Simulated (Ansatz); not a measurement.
# MoS3 (built on the sites of a database entry of WO3): following an unstable mode, part 2 of 3

Which phase does MoS3 (built on the sites of a database entry of WO3) fall into along its unstable mode, and how much energy does it gain?

Ansatz 0.2.0; DFT PBEsol, scalar-relativistic, plane waves, PseudoDojo norm-conserving pseudopotentials.

So far, highest frequency on the path or at a solved wavevector (cm⁻¹): step 2 (the dispersion) 507. Also lowest frequency on the path (cm⁻¹): step 2 -218.

The structure was built from a prototype and need not be the compound's stable phase.

## Step 6: Relaxation from the frozen mode

Starting from the lowest point found, all atoms and the cell are let go, so that strain and other modes of the same symmetry can join in.

input.yaml

```yaml
crystal:
  lattice:
    - [-4.6295550062, 0.0, 0.0]
    - [0.0, -4.6295550062, -4.6295550062]
    - [0.0, -4.6295550062, 4.6295550062]
  atoms:
    - { symbol: Mo, position: [-0.047520766, 1.0, 0.0] }
    - { symbol: Mo, position: [0.047520766, 0.5, 0.5] }
    - { symbol: S, position: [1.0, 0.25, 0.75] }
    - { symbol: S, position: [1.0, 0.75, 0.25] }
    - { symbol: S, position: [0.0, 0.75, 0.75] }
    - { symbol: S, position: [0.0, 0.25, 0.25] }
    - { symbol: S, position: [0.5225570002, 0.5, 0.5] }
    - { symbol: S, position: [0.4774429998, 0.0, 0.0] }
kpoints:
  mp_grid: { grid: [8, 6, 6] }
hamiltonian:
  xc: pbesol
  pseudopotentials: { kind: nc, accuracy: standard }
scf:
  occupations: { method: methfessel_paxton, width: 0.15 }
output:
  forces: true
  stress: true
  eigenvalues: true
  write_density: true
  write_potential: true
  elf: true
  volumetric_format: npy
relax:
  adjacent_minimum: "off"
  f_tol: 0.002
  max_steps: 120
  cell: { stress_tol: 0.03 }
```

On the command line:

```sh
ansatz run input.yaml --threads 4 --pin off --max-ram 7168MiB --backend cpu --events-out ev --progress --plain --runs-dir out
```

Numbers of over 12 decimals in the logs are rounded to 6 here.

Log:

```text
[...]
Crystal: 8 atoms, lattice volume = 198.448 Å³
Basis set: ecut = 1088.45545 eV, 16285 PW (Γ), exchange–correlation on 100×144×144 points (8 copies of the dense FFT grid, shifted against one another)
Bands: 40, of which v1, the nominal top of the filled ones, is band 32 counted from 1 (31 counted from 0)
Symmetry: 16 space group operations
[...]
k-points: 50 of 288
[...]
SCF iter   1: F=—  HF=-5625.862579 eV  |F-HF|=—  |Δ(HF+E_count)|=         —  Δρ=6.65e-2  dr2=1.35e1  ethr=3.10e-3  ⟨swp⟩=8.3  Hψ=10361  notcnv=0
[...]
SCF iter   8: F=-5623.513144 eV  HF=-5623.513144 eV  |F-HF|=5.71e-9  |Δ(HF+E_count)|=   5.02e-8  S|Δr|=    0.00e0  Δρ=2.00e-6  dr2=7.96e-9  ethr=1.56e-10  ⟨swp⟩=19.0  Hψ=20112  notcnv=0
SCF 1 converged in 8 iterations: F = -5623.513144 eV  dr2 = 7.96e-9
relax step   1: F+E_penalty+E_count = -5623.51314380 eV  Δ(F+E_penalty+E_count) = +0.000e0 eV  max|allowed force component| = 1.304e-1 eV/Å  Δτ_max = 0.0000 Å  P = +0.074 GPa  Ω = 198.448 Å³  (8 SCF iters, dr2 threshold 1.00e-7 eV, accepted)
Crystal: 8 atoms, lattice volume = 197.946 Å³
Basis set: ecut = 1088.45545 eV, 16213 PW (Γ), exchange–correlation on 100×144×144 points (8 copies of the dense FFT grid, shifted against one another)
[...]
SCF iter   5: F=-5623.534432 eV  HF=-5623.534432 eV  |F-HF|=2.99e-7  |Δ(HF+E_count)|=   2.98e-7  S|Δr|=    0.00e0  Δρ=1.16e-5  dr2=3.73e-7  ethr=1.25e-9  ⟨swp⟩=16.3  Hψ=22630  notcnv=0
SCF 2 converged in 5 iterations: F = -5623.534432 eV  dr2 = 3.73e-7
  Residual-converged pass: ⟨swp⟩=1.0  Hψ=2201  notcnv=0  max |occ|·‖R‖ = 7.1e-9 eV (tolerance 1.0e-8 eV)  dr2=3.73e-7  max |Δocc| = 1.4e-10
relax step   2: F+E_penalty+E_count = -5623.53443171 eV  Δ(F+E_penalty+E_count) = -2.129e-2 eV  max|allowed force component| = 2.755e-1 eV/Å  Δτ_max = 0.0479 Å  P = -0.109 GPa  Ω = 197.946 Å³  energy of the carried Pulay correction = +2.586e-5 eV  (5 SCF iters, dr2 threshold 8.00e-7 eV, accepted)
Crystal: 8 atoms, lattice volume = 197.713 Å³
Basis set: ecut = 1088.45545 eV, 16157 PW (Γ), exchange–correlation on 100×144×144 points (8 copies of the dense FFT grid, shifted against one another)
[...]
SCF iter   4: F=-5623.542108 eV  HF=-5623.542108 eV  |F-HF|=1.84e-7  |Δ(HF+E_count)|=   4.32e-7  S|Δr|=    0.00e0  Δρ=8.63e-6  dr2=2.34e-7  ethr=1.25e-9  ⟨swp⟩=16.2  Hψ=21215  notcnv=0
SCF 3 converged in 4 iterations: F = -5623.542108 eV  dr2 = 2.34e-7
relax step   3: F+E_penalty+E_count = -5623.54210776 eV  Δ(F+E_penalty+E_count) = -7.676e-3 eV  max|allowed force component| = 2.401e-1 eV/Å  Δτ_max = 0.0198 Å  P = -0.026 GPa  Ω = 197.713 Å³  energy of the carried Pulay correction = +3.789e-5 eV  (4 SCF iters, dr2 threshold 8.00e-7 eV, accepted)
[...]
relax step   4: F+E_penalty+E_count = -5623.54912832 eV  Δ(F+E_penalty+E_count) = -7.021e-3 eV  max|allowed force component| = 6.099e-2 eV/Å  Δτ_max = 0.0341 Å  P = -0.066 GPa  Ω = 198.040 Å³  energy of the carried Pulay correction = +2.102e-5 eV  (5 SCF iters, dr2 threshold 8.00e-7 eV, accepted)
[...]
relax step   5: F+E_penalty+E_count = -5623.54946121 eV  Δ(F+E_penalty+E_count) = -3.329e-4 eV  max|allowed force component| = 1.425e-2 eV/Å  Δτ_max = 0.0131 Å  P = +0.084 GPa  Ω = 198.054 Å³  energy of the carried Pulay correction = +2.029e-5 eV  (6 SCF iters, dr2 threshold 2.32e-7 eV, accepted)
[...]
relax step   6: F+E_penalty+E_count = -5623.54960016 eV  Δ(F+E_penalty+E_count) = -1.389e-4 eV  max|allowed force component| = 7.068e-4 eV/Å  Δτ_max = 0.0037 Å  P = +0.006 GPa  Ω = 198.131 Å³  energy of the carried Pulay correction = +1.632e-5 eV  (5 SCF iters, dr2 threshold 3.52e-8 eV, accepted)
Basis set: ecut = 1088.45545 eV, 16181 PW (Γ), exchange–correlation on 108×144×144 points (8 copies of the dense FFT grid, shifted against one another)
[...]
SCF iter   6: F=-5623.549632 eV  HF=-5623.549632 eV  |F-HF|=2.73e-12  |Δ(HF+E_count)|=  8.19e-12  S|Δr|=    0.00e0  Δρ=3.17e-8  dr2=1.87e-12  ethr=1.00e-12  ⟨swp⟩=9.2  Hψ=12507  notcnv=0
SCF 7 converged in 6 iterations: F = -5623.549632 eV  dr2 = 1.87e-12
relax step   7: F+E_penalty+E_count = -5623.54963229 eV  Δ(F+E_penalty+E_count) = -3.214e-5 eV  max|allowed force component| = 7.122e-4 eV/Å  Δτ_max = 0.0000 Å  P = +0.006 GPa  Ω = 198.131 Å³  stress off target by 7.46e-3 GPa  SCF on the basis re-selected at this cell (its energy is not comparable with the rows above)  (6 SCF iters)
basis re-selected at this cell: Δ(F+E_penalty+E_count) = -3.214e-5 eV, ΔP = +0.000 GPa vs the last step (what re-selecting the basis moved, of the pressure what is left beyond the Pulay correction that the steps carried, after the strain that the cell walked since its last selection, with what the two solves' SCF thresholds leave and, on support functions, any second-order correction that the steps lacked; it is no measure of the basis error at this ecutwfc). The dense FFT grid was sized anew with the basis: this SCF ran on 54×72×72 points, the steps before it on 50×72×72, so part of this shift can come from that change (see relax.cell in the input reference). [rest of the remark cut]
SCF converged after 6 iterations
[...]
Free energy (F): -5623.549632 eV
[...]
Internal energy: -5623.542074 eV  (E = F + TS)
E sigma→0 (E₀):  -5623.547743 eV
Entropy (-TS):   -0.007558 eV (-0.945 meV/atom)
Fermi energy:    5.389617 eV
[...]
--- Forces (eV/Å), atoms counted from 1 ---
  atom   1  Mo     0.00071218    -0.00000000     0.00000000
  atom   2  Mo    -0.00071218     0.00000000    -0.00000000
  atom   3  S     -0.00000000     0.00000000    -0.00000000
  atom   4  S      0.00000000     0.00000000    -0.00000000
  atom   5  S      0.00000000    -0.00000000     0.00000000
  atom   6  S      0.00000000     0.00000000    -0.00000000
  atom   7  S      0.00024949     0.00000000    -0.00000000
  atom   8  S     -0.00024949    -0.00000000     0.00000000
  max |Σ_I F_I| component: 7.37e-18 eV/Å
--- Stress (GPa, compression-positive) ---
        0.007461       0.000000       0.000000
        0.000000       0.005864      -0.000000
        0.000000      -0.000000       0.005864
  P = ⅓ Tr σ = 0.0064 GPa (0.064 kbar)
--- Band table (eV; the first three rows and the last of 50) ---
  k-point 0: bands = [... 28 lower, 4.3192, 4.3192, 4.3547, 4.7188, 4.7188, 4.8089, 5.7446, 5.8977, ... 4 higher]
  k-point 1: bands = [... 28 lower, 3.9444, 4.0726, 4.4961, 4.9217, 5.0009, 5.1351, 5.7228, 5.9926, ... 4 higher]
  k-point 2: bands = [... 28 lower, 3.7024, 3.7741, 4.5181, 5.2610, 5.4459, 5.6753, 5.7319, 6.3473, ... 4 higher]
  k-point 49: bands = [... 28 lower, 3.6096, 3.6096, 5.7662, 5.7662, 6.7764, 6.7764, 6.9092, 6.9092, ... 4 higher]
--- Relaxed structure (6 steps of the walk, 6 accepted, 1 SCFs on fresh bases) ---
  F+E_penalty+E_count = -5623.54963229 eV   max|allowed force component| = 7.122e-4 eV/Å   (the final SCF, on the basis selected at the relaxed cell)
  cell:  # Å, volume = 198.1313 Å³
    - [-4.701320, 0, 0]
    - [0, -4.590412, -4.590412]
    - [0, -4.590412, 4.590412]
  atoms:
    - { symbol: Mo, position: [-0.067967, 1.000000, 0.0] }
    - { symbol: Mo, position: [0.067967, 0.500000, 0.500000] }
    - { symbol: S, position: [1.0, 0.250000, 0.750000] }
    - { symbol: S, position: [1.0, 0.750000, 0.250000] }
    - { symbol: S, position: [1.0538614984919344e-18, 0.75, 0.75] }
    - { symbol: S, position: [1.0538614984919346e-18, 0.250000, 0.250000] }
    - { symbol: S, position: [0.533261, 0.500000, 0.500000] }
    - { symbol: S, position: [0.466739, 0, 0] }
```

Run time: 2.9 min. Hardware: 4 threads of Arm Neoverse V2, shared host; peak memory 1.8 GiB.

The steps of the relaxation:

```csv
step,energy less that of the first step (eV),largest force component (eV/Å),pressure (GPa),volume (Å³)
1,0.0000,0.1304,0.07,198.45
2,-0.0213,0.2755,-0.11,197.95
3,-0.0290,0.2401,-0.03,197.71
4,-0.0360,0.0610,-0.07,198.04
5,-0.0363,0.0143,0.08,198.05
6,-0.0365,0.0007,0.01,198.13
7*,-0.0365,0.0007,0.01,198.13
```

Relaxation steps marked * repeat the geometry before them on a plane-wave basis chosen anew for their cell, so energy and pressure can jump there.

Forces are held to the 16 operations that the run works with; a distortion that breaks them can't arise in this run.

```csv
cell as run,before,after,change
a (Å),4.630,4.701,+1.6 %
b (Å),6.547,6.492,-0.8 %
c (Å),6.547,6.492,-0.8 %
volume (Å³/atom),24.81,24.77,-0.2 %
```

The atoms that moved most (Å, as changes of fractional coordinates times the final cell):

```csv
atom,dx,dy,dz,length
Mo1,0.096,0.000,0.000,0.096
Mo2,-0.096,0.000,0.000,0.096
S8,0.050,0.000,0.000,0.050
S7,-0.050,0.000,0.000,0.050
```

Numbers from this step:

* pressure: 0.006397 GPa
* volume per atom: 24.77 Å³

Valence density in the ac plane at fractional y = 0.500, with atoms of Mo and S within 0.2 Å of it. It is the smooth field of the valence electrons, not physical close to the nuclei.

Values in e/Å³, 19 rows by 14 columns, each cell a mean:
```
0.0 0.0 0.0 0.0 0.0 0.0 0.0 0.0 0.0 0.0 0.0 0.0 0.0 0.0
0.0 0.0 0.0 0.0 0.0 0.0 0.0 0.0 0.0 0.0 0.0 0.0 0.0 0.0
0.1 0.1 0.0 0.0 0.0 0.0 0.0 0.0 0.0 0.0 0.0 0.0 0.0 0.1
0.1 0.1 0.1 0.0 0.0 0.0 0.0 0.0 0.0 0.0 0.0 0.0 0.1 0.1
0.2 0.2 0.1 0.1 0.1 0.1 0.1 0.1 0.1 0.0 0.1 0.1 0.1 0.2
0.3 0.3 0.2 0.1 0.1 0.1 0.2 0.2 0.2 0.1 0.1 0.1 0.2 0.2
0.8 0.9 0.6 0.3 0.3 0.3 0.5 0.6 0.5 0.4 0.2 0.2 0.2 0.4
3.6 4.1 2.6 0.8 0.5 0.7 1.0 1.0 1.0 0.8 0.4 0.3 0.5 1.4
5.0 4.0 5.1 1.8 0.8 1.1 1.1 0.5 0.7 1.1 0.7 0.4 0.9 3.6
4.2 2.7 5.1 2.1 0.9 1.1 1.0 0.3 0.6 1.1 0.7 0.4 1.0 4.0
5.1 5.3 4.0 1.3 0.7 0.9 1.1 0.9 1.0 1.0 0.6 0.3 0.6 2.4
1.6 1.8 1.1 0.5 0.3 0.5 0.7 0.8 0.7 0.5 0.3 0.2 0.3 0.7
0.4 0.4 0.3 0.2 0.2 0.2 0.3 0.3 0.3 0.2 0.1 0.1 0.2 0.3
0.2 0.2 0.1 0.1 0.1 0.1 0.1 0.1 0.1 0.1 0.1 0.1 0.1 0.2
0.1 0.1 0.1 0.1 0.0 0.0 0.0 0.0 0.0 0.0 0.0 0.1 0.1 0.1
0.1 0.1 0.1 0.0 0.0 0.0 0.0 0.0 0.0 0.0 0.0 0.0 0.1 0.1
0.1 0.0 0.0 0.0 0.0 0.0 0.0 0.0 0.0 0.0 0.0 0.0 0.0 0.0
0.0 0.0 0.0 0.0 0.0 0.0 0.0 0.0 0.0 0.0 0.0 0.0 0.0 0.0
0.0 0.0 0.0 0.0 0.0 0.0 0.0 0.0 0.0 0.0 0.0 0.0 0.0 0.0
```
Columns run along a (4.7 Å), rows up along c (6.5 Å). Atoms in or near the plane, at fractional coordinates: Mo at (0.07, 0.50), S at (0.53, 0.50).

ELF in the ac plane at fractional y = 0.500, with atoms of Mo and S within 0.2 Å of it. It is the smooth field of the valence electrons, not physical close to the nuclei.

Ten even steps from '_' (0.00) to '@' (0.84), each cell a mean:
```
____________________________
____________________________
....________________________
::....__________________....
::::::......----::..__....::
::::....::++######==::....::
--==--::==##@@@@@@%%++::..::
%%@@##--++@@@@%%@@@@%%--::++
**==%%++++%%**..--@@@@----%%
==::##**++%%++__::@@@@--==@@
%%%%@@==++@@%%++##@@%%----##
****++::==%%@@@@@@@@**::..--
::::....--**%%@@%%**--....::
::::......--==++==::......::
::::....____......______..::
......____________________..
____________________________
____________________________
____________________________
```
Columns run along a (4.7 Å), rows up along c (6.5 Å). Atoms in or near the plane, at fractional coordinates: Mo at (0.07, 0.50), S at (0.53, 0.50).

Electrostatic potential energy in the ac plane at fractional y = 0.500, with atoms of Mo and S within 0.2 Å of it. With pseudopotentials it is smooth inside the atoms' cores, unlike the true potential.

Values in eV, 19 rows by 14 columns, each cell a mean:
```
  11   11   11   11   11   11   11   11   11   11   11   11   11   11
  10   11   11   11   11   11   11   11   11   11   11   11   11   10
  10   10   10   11   11   11   11   11   11   11   11   11   10   10
   9    9   10   10   11   11   11   11   11   11   11   10   10    9
   7    7    8    9   10   10   10   10   10   10   10   10    9    8
   3    2    4    7    8    9    8    7    8    9    9    9    7    5
 -11  -13   -7    1    5    5    2   -3   -1    4    7    7    3   -3
 -63  -73  -41  -10    0   -3  -19  -38  -31  -10    2    3   -4  -22
-109 -109  -94  -28   -6  -15  -56  -97  -82  -34   -3    0  -12  -60
-110 -110 -102  -32   -7  -17  -64 -106  -93  -39   -4    0  -14  -70
 -93 -102  -68  -18   -2   -8  -35  -67  -54  -20    0    2   -8  -38
 -24  -28  -16   -3    4    3   -4  -13   -9   -1    5    5    1   -9
  -1   -2    1    5    7    8    6    5    5    7    8    8    6    3
   6    6    7    8    9   10   10    9    9   10   10    9    8    7
   9    9    9   10   10   11   11   11   11   11   10   10    9    9
  10   10   10   11   11   11   11   11   11   11   11   10   10   10
  10   10   11   11   11   11   11   11   11   11   11   11   11   10
  11   11   11   11   11   11   11   11   11   11   11   11   11   11
  11   11   11   11   11   11   11   11   11   11   11   11   11   11
```
Columns run along a (4.7 Å; values clipped at the 3rd and 97th percentile), rows up along c (6.5 Å). Atoms in or near the plane, at fractional coordinates: Mo at (0.07, 0.50), S at (0.53, 0.50).

The distorted start has space group P4/nmm; the relaxation ends in P4/nmm.

## Step 7: The new phase in its own primitive cell

The relaxed structure is symmetrised, reduced to its primitive cell and relaxed tightly, as its phonons need.

input.yaml

```yaml
crystal:
  lattice:
    - [6.4918230434, 0.0, 0.0]
    - [0.0, 6.4918230434, 0.0]
    - [0.0, 0.0, 4.7013196377]
  atoms:
    - { symbol: Mo, position: [0.0, 0.5, 0.9320334561] }
    - { symbol: Mo, position: [0.5, 0.0, 0.0679665439] }
    - { symbol: S, position: [0.25, 0.25, 0.0] }
    - { symbol: S, position: [0.75, 0.75, 0.0] }
    - { symbol: S, position: [0.75, 0.25, 0.0] }
    - { symbol: S, position: [0.25, 0.75, 0.0] }
    - { symbol: S, position: [0.5, 0.0, 0.5332610176] }
    - { symbol: S, position: [0.0, 0.5, 0.4667389824] }
kpoints:
  mp_grid: { grid: [6, 6, 8] }
hamiltonian:
  xc: pbesol
  pseudopotentials: { kind: nc, accuracy: standard }
scf:
  occupations: { method: methfessel_paxton, width: 0.15 }
output:
  forces: true
  stress: true
  eigenvalues: true
relax:
  adjacent_minimum: "off"
  f_tol: 0.001
  max_steps: 60
  cell: { stress_tol: 0.01 }
```

Log:

```text
[...]
Crystal: 8 atoms, lattice volume = 198.131 Å³
Basis set: ecut = 1088.45545 eV, 16181 PW (Γ), exchange–correlation on 144×144×108 points (8 copies of the dense FFT grid, shifted against one another)
Bands: 40, of which v1, the nominal top of the filled ones, is band 32 counted from 1 (31 counted from 0)
Symmetry: 16 space group operations
[...]
k-points: 50 of 288
[...]
- [0.0, 0.0, 4.7013196377]
  atoms:
    - { symbol: Mo, position: [0.0, 0.500000, 0.9320334561] }
    - { symbol: Mo, position: [0.500000, 0.0, 0.0679665439] }
    - { symbol: S, position: [0.250000, 0.250000, 0.0] }
    - { symbol: S, position: [0.750000, 0.750000, 0.0] }
    - { symbol: S, position: [0.750000, 0.250000, 0.0] }
    - { symbol: S, position: [0.250000, 0.750000, 0.0] }
    - { symbol: S, position: [0.500000, 0.0, 0.5332610176] }
    - { symbol: S, position: [0.0, 0.500000, 0.466739] }
[key lines of the parts left out:]
SCF converged after 7 iterations
Free energy (F): -5623.549632 eV
Fermi energy:    5.389617 eV
P = ⅓ Tr σ = 0.0064 GPa (0.064 kbar)
```

Elapsed: 54 s, on 4 threads; peak memory 1.7 GiB.

Little changed from the start: no atom moved by 0.005 Å and no cell edge by 0.1 %.

The largest force component left is 0.71 meV/Å and the pressure is 0.006 GPa, within the tolerances set. The cell now holds 24.77 Å³/atom.

[end of part 2 of 3]

[Logs are printed without paths, hosts, clocks, repeated set-up lines and the standing remarks that a program may print on its own settings, such as how far it seeks lower states.]

[Hosts, paths, dates, database ids (printed as entryN), source tags and the programs' standing remarks are cut or masked in the printed files.]
